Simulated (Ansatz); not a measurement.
## h-BN/1T-TaS2 heterobilayer (59 atoms): a reference run and its variants

The cell holds 59 atoms: 16 B, 16 N, 9 Ta and 18 S. Cell: a = 10.048 Å, b = 10.048 Å, c = 18.370 Å, α = 90.0°, β = 90.0°, γ = 120.0°. It derives from BN and TaS2. 16 cells of h-BN (a = 2.504 Å, strained +0.32 %) and 9 cells of 1T-TaS2 (a = 3.36 Å, -0.32 %) on one hexagonal cell, twist 0.00 deg; facing planes 3.31 Å apart; 12 Å of vacuum; displaced by a Gaussian of 0.01 Å. Regions: layer 1, 32 atoms (16 B and 16 N); layer 2, 27 atoms (9 Ta and 18 S). Vacuum lies along c.

Geometry: as built.

Reference run: Kohn-Sham DFT, PBE+D3(BJ), PAW (set soft_2), plane waves (Ansatz 0.2.0), cutoff 420 eV, k-mesh 2×2×1, gaussian smearing of 0.025 eV.

| Item | Value |
| --- | --- |
| r.m.s. force component | 0.3133 eV/Å |
| spacing of highest filled and lowest empty level | 0.0134 eV |
| SCF cycles | 20 |
| time | 86 s on 4 threads of Arm Neoverse V2, shared host |

Q: Estimate how much each variant changes the results, and its time and memory.
- support functions medium
- support functions low
- support functions medium, radius 3.54 Å
- support functions medium, radius 3.83 Å
- support functions medium, radius 4.09 Å

Differences are against the plane-wave reference (Kohn-Sham DFT, PBE+D3(BJ), PAW (set soft_2), plane waves), whose r.m.s. force component is 0.313 eV/Å. Energies are set beside the reference only for runs with its functional, potentials and electron count. Times are for 4 threads of Arm Neoverse V2, shared host. The reference's time includes the DOS and grids, which some other runs skip.

```tsv
run	Δ force, r.m.s. (meV/Å)	share of r.m.s. force (%)	Δ energy (meV/atom)	cycles	time	host memory (GiB)
reference	-	-	-	20	86 s	6.6
support functions medium	0.585	0.187	-2.22	21	2.4 min	3.0
support functions low	0.619	0.198	-2.22	19	2.1 min	2.9
support functions medium, radius 3.54 Å	0.736	0.235	-2.22	21	2.1 min	2.9
support functions medium, radius 3.83 Å	0.448	0.143	-2.22	21	2.5 min	3.1
support functions medium, radius 4.09 Å	0.297	0.0948	-2.22	21	2.8 min	3.3
```

Among numerical settings the force difference runs from 0.30 meV/Å (support functions medium, radius 4.09 Å) to 0.74 meV/Å (support functions medium, radius 3.54 Å). At 59 atoms the fastest of the runs at a preset level, support functions low, takes roughly 1.5 times the time of plane waves (whose run also made extra analyses, so the like-for-like ratio is larger), in 19 SCF cycles against 20. Differences between support functions and plane waves include what basis error the plane-wave run still has. As the radius goes from 3.54 to 4.09 Å, the force difference goes from 0.74 to 0.30 meV/Å, and the time from 2.1 min to 2.8 min. The slab bears a dipole and has periodic images along its normal, so a spurious field crosses the vacuum. The electron count is odd and the run has no spin polarisation.

[Logs are printed without paths, hosts, clocks, repeated set-up lines and the standing remarks that a program may print on its own settings, such as how far it seeks lower states.]

[Hosts, paths, dates, database ids (printed as entryN), source tags and the programs' standing remarks are cut or masked in the printed files.]
